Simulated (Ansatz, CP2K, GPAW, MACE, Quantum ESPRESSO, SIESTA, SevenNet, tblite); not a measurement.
## Random packing of Nb14Si86 (at. %) (102 atoms): one structure in several programs

Wanted: errors and costs of other methods on random packing of Nb14Si86 (at. %) (102 atoms). A plane-wave run serves as the reference.

Calculated with Quantum ESPRESSO 7.5; Kohn-Sham DFT, PBE, SSSP efficiency 1.3.0 pseudopotentials, plane waves.

### Step 1. Set-up

The cell holds 102 atoms: 14 Nb and 88 Si. Cell: a = 12.543 Å, b = 12.543 Å, c = 12.543 Å, α = 90.0°, β = 90.0°, γ = 90.0°. 102 atoms (14 Nb, 88 Si) packed at random in a cube at 3.17 g/cm³ and pushed apart as soft spheres; a start for melting by ab initio MD, not an equilibrated structure. Then every atom was moved at random, 0.05 Å r.m.s. a Cartesian component.

### Step 2. Reference: Quantum ESPRESSO, plane waves

pw.in reads:

```
&control
  calculation = 'scf'
  pseudo_dir = './pseudo'
  outdir = './tmp'
  disk_io = 'none'
  tprnfor = .true.
  tstress = .true.
/
&system
  ibrav = 0
  nat = 102
  ntyp = 2
  ecutwfc = 45
  ecutrho = 360
  nosym = .true.
  occupations = 'smearing'
  smearing = 'fd'
  degauss = 0.003675
/
&electrons
  conv_thr = 5.1e-07
  electron_maxstep = 100
  mixing_beta = 0.2
  mixing_mode = 'local-TF'
  diagonalization = 'david'
/
ATOMIC_SPECIES
Nb 92.906 Nb.upf
Si 28.085 Si.upf
CELL_PARAMETERS angstrom
12.54330 0.00000 0.00000
0.00000 12.54330 0.00000
0.00000 0.00000 12.54330
ATOMIC_POSITIONS crystal
Nb 0.84895 0.37122 0.19715
Nb 0.23403 0.28412 0.12814
Nb 0.78500 0.58693 0.73828
Nb 0.81591 0.42663 0.90169
Nb 0.08635 0.12444 0.73193
Nb 0.37334 0.82382 0.56266
Nb 0.21620 0.95631 0.62198
Nb 0.52201 0.68192 0.44088
Nb 0.80440 0.73522 0.95961
Nb 0.10388 0.62329 0.42946
Nb 0.95480 0.67727 0.82306
Nb 0.24101 0.47480 0.57987
[... 86 atom lines left out ...]
Si 0.81852 0.21227 0.07241
Si 0.38737 0.46076 0.95322
Si 0.87420 0.79582 0.29524
Si 0.10465 0.81213 0.86786
K_POINTS gamma
```

Started as:

```
OMP_NUM_THREADS=1 mpirun -np 4 pw.x -in pw.in > output.txt
```

What it wrote:

```text
Program PWSCF
     gamma-point specific algorithms are used
     one sub-group per band group will be used
     scalapack distributed-memory algorithm (size of sub-group:  2*  2 procs)
     Parallelization info
     sticks:   dense  smooth     PW     G-vecs:    dense   smooth      PW
     Min        4024    2013    503               383988   135789   16928
     Max        4026    2018    506               383994   135792   16930
     Sum       16101    8061   2017              1535963   543161   67715
     bravais-lattice index     =            0
     lattice parameter (alat)  =      23.7034  a.u.
     unit-cell volume          =   13317.7859 (a.u.)^3
     number of atoms/cell      =          102
     number of atomic types    =            2
[... lines left out ...]
     number of k points=     1  Fermi-Dirac smearing, width (Ry)=  0.0037
[... lines left out ...]
     total energy              =   -5680.19116448 Ry
[... lines left out ...]
     total energy              =   -5678.36159043 Ry
[... lines left out ...]
     total energy              =   -5679.34608199 Ry
[... lines left out ...]
     c_bands:  3 eigenvalues not converged
[... lines left out ...]
     c_bands:  1 eigenvalues not converged
[... lines left out ...]
     total energy              =   -5679.41324316 Ry
[... lines left out ...]
     total energy              =   -5679.41324372 Ry
[... lines left out ...]
   -47.2124 -47.0661 -46.9777 -46.9597 -46.9485 -46.9099 -46.9009 -46.8680
   -46.8618 -46.8425 -46.8298 -46.7659 -46.5335 -46.5252 -23.3595 -23.3474
   -23.3048 -23.2871 -23.2839 -23.2760 -23.2575 -23.1771 -23.1504 -23.1190
[...]
9.3890   9.4021   9.4470   9.4863   9.5331   9.5480   9.5730   9.5861
     9.6524   9.6829   9.6925   9.7029   9.7166   9.7285   9.8180   9.8341
     the Fermi energy is     8.1658 ev
!    total energy              =   -5679.41324345 Ry
     estimated scf accuracy    <       0.00000040 Ry
     smearing contrib. (-TS)   =      -0.03737724 Ry
     internal energy E=F+TS    =   -5679.37586621 Ry
     The total energy is F=E-TS. E is the sum of the following terms:
     one-electron contribution =    -835.89717922 Ry
     hartree contribution      =     647.94362790 Ry
     xc contribution           =    -941.94708788 Ry
     ewald contribution        =   -1630.67001805 Ry
     one-center paw contrib.   =   -2918.80520896 Ry
     convergence has been achieved in  20 iterations
     Forces acting on atoms (cartesian axes, Ry/au):
     atom    1 type  1   force =    -0.01545072    0.01103356    0.03919040
     atom    2 type  1   force =     0.07527535   -0.04026034    0.00900372
     atom    3 type  1   force =    -0.02708877   -0.02583871   -0.01203393
[...]
atom  101 type  2   force =     0.08311063   -0.00103616   -0.02125400
     atom  102 type  2   force =    -0.00476736   -0.00772603   -0.05179330
     Total force =     0.972510     Total SCF correction =     0.001221
     Computing stress (Cartesian axis) and pressure
          total   stress  (Ry/bohr**3)                   (kbar)     P=      -15.23
  -0.00002525   0.00001771  -0.00003873           -3.71        2.61       -5.70
   0.00001771  -0.00020543   0.00000324            2.61      -30.22        0.48
  -0.00003873   0.00000324  -0.00007982           -5.70        0.48      -11.74
     Message from routine punch:
     Nothing written, as per user request (disk_io='none')
```

The job ended after 7.9 min (4 MPI ranks of Arm Neoverse V2, shared host; peak memory 6.8 GiB).

Banners, paths, timers and routine set-up lines are dropped from the logs unmarked, and long logs keep their key lines alone; longer cuts are marked.

Numbers from this run:

- r.m.s. force component: 1.429 eV/Å
- longest force: 7.038 eV/Å
- pressure: -1.522 GPa

### Step 3. Structure statistics

Pair distribution functions g(r), in bins of 0.1 Å:

```csv
r (Å),total,Si-Si,Si-Nb,Nb-Nb
1.95,0.00,0.00,0.00,0.00
2.05,0.28,0.38,0.00,0.00
2.15,1.10,1.48,0.00,0.00
2.25,1.08,1.45,0.00,0.00
2.35,1.15,1.54,0.00,0.00
2.45,1.15,1.48,0.21,0.00
2.55,1.62,1.43,2.32,0.00
2.65,1.72,1.22,2.71,9.22
2.75,2.20,1.45,4.72,0.00
2.85,1.41,1.50,1.10,1.94
2.95,0.87,0.94,0.58,1.81
3.05,1.33,1.31,1.37,1.75
3.15,0.73,0.78,0.51,1.59
3.25,0.74,0.77,0.72,0.00
3.35,0.94,0.83,1.24,1.41
3.45,0.86,0.89,0.86,0.00
3.55,0.93,1.06,0.60,0.00
3.65,1.31,1.22,1.71,0.00
3.75,0.92,0.98,0.54,3.43
3.85,1.10,1.12,1.03,1.07
3.95,0.83,0.83,0.82,1.04
4.05,1.05,1.23,0.54,0.00
4.15,0.86,0.87,0.89,0.00
4.25,0.78,0.81,0.77,0.00
4.35,0.80,0.83,0.74,0.00
4.45,0.93,1.01,0.78,0.00
4.55,0.95,0.90,1.04,1.57
4.65,1.14,1.16,1.06,1.48
4.75,1.15,1.24,0.91,0.72
4.85,1.05,0.95,1.46,0.00
4.95,1.01,0.93,1.35,0.00
5.05,1.08,0.95,1.45,1.27
5.15,1.13,1.03,1.39,1.82
5.25,0.92,0.79,1.34,0.58
5.35,0.93,0.89,0.98,1.67
5.45,0.90,0.95,0.73,1.08
5.55,0.92,0.95,0.83,1.04
5.65,1.00,1.04,0.84,1.51
5.75,0.99,1.05,0.85,0.48
5.85,0.92,0.86,1.08,0.94
5.95,1.02,1.08,0.86,0.91
6.05,1.14,1.15,1.12,0.88
6.15,0.90,0.88,1.01,0.42
6.25,1.04,0.99,1.17,1.65
```

### Step 4. The ladder

The programs:
- CP2K 2026.2: Gaussian basis with GTH pseudopotentials and a plane-wave density; labels give functional, basis (MOLOPT sets; SR short-range, UZH the newer set with its own potentials), grid cutoff/relative cutoff and solver (OT: orbital transformation; TRS4, TC2, SIGN: linear-scaling purification with its sparsity filter), or its built-in tight binding.
- GPAW 26.7.0: PAW with atomic orbitals (LCAO), plane waves or a real-space grid of spacing h.
- MACE: machine-learned potential, published weights.
- Quantum ESPRESSO 7.5: plane waves; labels (QE) give functional, pseudopotential set and cutoffs of waves/density.
- SIESTA 5.4.2: numerical atomic orbitals, whose automatically made sets are far from complete, with PseudoDojo norm-conserving potentials that we converted to its format (checked against plane waves on the same files for H, C, O, Si, Ge and Ca alone); labels give functional, basis size, energy shift and mesh cutoff.
- SevenNet: machine-learned potential, published weights.

All use the same cell and atoms; the electronic-structure runs use the same k-mesh, and an electronic temperature of 580 K (0.05 eV) where levels are smeared.

Differences are against the plane-wave reference, forces as r.m.s. over components; share is that over the reference's r.m.s. force, slope the least-squares factor from reference forces to these. Total energies of different programs have different zeros and aren't compared.

```csv
run,"Δ force, r.m.s. (meV/Å)",share (%),slope,Δ pressure (GPa),cores,CPU time,memory (GiB)
reference,-,-,-,-,4,31 min,6.8
"CP2K PBE, DZVP-UZH, 600/50 Ry, diagonalisation",54.7,3.82,0.976,-0.340,2,17 min,5.0
"GPAW PBE, LCAO dzp, h 0.25 Å (coarse)",102,7.12,1.061,-,1,13 min,1.5
"GPAW PBE, LCAO sz(dzp), h 0.2 Å (coarse)",906,63.4,1.511,-,1,4.3 min,2.0
MACE MP-0b2 small potential,397,27.8,1.034,-0.404,1,7.7 s,0.66
MACE MP-0b3 medium potential,310,21.7,0.933,-1.84,1,7.8 s,1
"QE PBE, sssp-1.3.0-efficiency, 30/240 Ry (coarse)",10.7,0.748,1.001,-0.887,4,18 min,3.7
"SIESTA PBE, DZP, shift 0.01 Ry, mesh 300 Ry",113,7.89,1.069,0.776,2,15 min,2.6
"SIESTA PBE, SZP, shift 0.01 Ry, mesh 300 Ry (coarse)",538,37.7,1.330,4.45,2,11 min,2.2
"SIESTA PBE, TZP, shift 0.01 Ry, mesh 300 Ry",113,7.88,1.070,0.544,4,22 min,3.5
SevenNet l3i5 potential,366,25.6,1.087,-0.153,1,9.3 s,1.3
```

Rows marked coarse were listed beforehand as settings not expected to be converged; some can still land near the reference.

Times of the machine-learned potentials are mostly Python's start and the loading of weights.

CPU time is summed over cores on a shared host, where runs went side by side, so it is rough. Symmetry, cutoffs, thresholds, outputs and thread counts weren't matched or tuned between programs; memory under MPI is the largest rank's times the ranks.

Runs without a result: GPAW PBE, LCAO dzp, h 0.2 Å (cut off at its time limit of 21 min); tblite GFN1-xTB (not converged); GPAW revPBE, LCAO dzp, h 0.2 Å (cut off at its time limit of 21 min).

Mean charges by element (e), by run and scheme:

```csv
run,scheme,Nb,Si
"CP2K PBE, DZVP-UZH, 600/50 Ry, diagonalisation",Mulliken,-0.30,+0.05
"CP2K PBE, DZVP-UZH, 600/50 Ry, diagonalisation",Hirshfeld,+0.17,-0.03
"SIESTA PBE, DZP, shift 0.01 Ry, mesh 300 Ry",Hirshfeld,+0.24,-0.04
"SIESTA PBE, TZP, shift 0.01 Ry, mesh 300 Ry",Hirshfeld,+0.24,-0.04
```

Within one program, basis, potentials and functional, energies share a zero. Each run against its twin at the usual cutoff or grid and solver:

```csv
run,twin,Δ energy (meV/atom),"Δ force, r.m.s. (meV/Å)",CPU time over the twin's
"QE PBE, sssp-1.3.0-efficiency, 30/240 Ry","sssp-1.3.0-efficiency, 45/360 Ry",18.7,10.7,0.57
```

### Step 5. Results

```
reference r.m.s. force component                       : 1.43 eV/Å
nearest in forces                                      : QE PBE, sssp-1.3.0-efficiency, 30/240 Ry (coarse), 0.75 %
farthest in forces                                     : GPAW PBE, LCAO sz(dzp), h 0.2 Å (coarse), 63 %
cheapest electronic-structure run beside the reference : GPAW PBE, LCAO sz(dzp), h 0.2 Å, 4.3 min of CPU time
```

What this shows: The PBE runs in local orbitals, coarse settings apart, differ by 3.8 % (CP2K PBE, DZVP-UZH, 600/50 Ry, diagonalisation) to 7.9 % (SIESTA PBE, DZP, shift 0.01 Ry, mesh 300 Ry); basis, grid and potentials can all enter. Machine-learned potentials differ by 22 % (MACE MP-0b3 medium potential) to 28 % (MACE MP-0b2 small potential); they were trained on other programs' data. Runs with settings chosen to be coarse differ by 0.75 % (QE PBE, sssp-1.3.0-efficiency, 30/240 Ry) to 63 % (GPAW PBE, LCAO sz(dzp), h 0.2 Å), their programs' other errors included. Of the electronic-structure runs that take under half the reference's CPU time, GPAW PBE, LCAO dzp, h 0.25 Å comes nearest, at 7.1 % in 13 min against 31 min. GPAW PBE, LCAO sz(dzp), h 0.2 Å stiffens the forces by a factor of 1.51 while following their directions (correlation 0.970); the slopes of the 2 GPAW runs lie between 1.06 and 1.51; the difference isn't even, but is largest on one element. In pressure, SIESTA PBE, SZP, shift 0.01 Ry, mesh 300 Ry misses by +4.5 GPa, at the same functional. Charges hang on scheme and program or settings: among these rows the mean for Nb runs from -0.30 to +0.24 e, even in sign. In the reference: levels near the Fermi energy are neither full nor empty under the smearing, so no gap is quoted. The reference's pressure holds the uncorrected Pulay stress of its 45 Ry basis, so small pressure differences, and their order, may be the reference's own error. Machine-learned potentials mimic data converged in k, so the reference's own k-point error enters their differences. The reference's pressure of -1.5 GPa belongs to a cell and atoms that aren't relaxed at this level. The electronic-structure runs sample only Γ, in a cell whose shortest periodic width is 13 Å, which is coarse for a cell with partly filled levels.

[Also dropped from logs without a mark: logging warnings of Python, and SIESTA's first energy breakdown and zero terms.]

[Logs are printed without paths, hosts, clocks, repeated set-up lines and the standing remarks that a program may print on its own settings, such as how far it seeks lower states.]

[Hosts, paths, dates, database ids (printed as entryN), source tags and the programs' standing remarks are cut or masked in the printed files.]
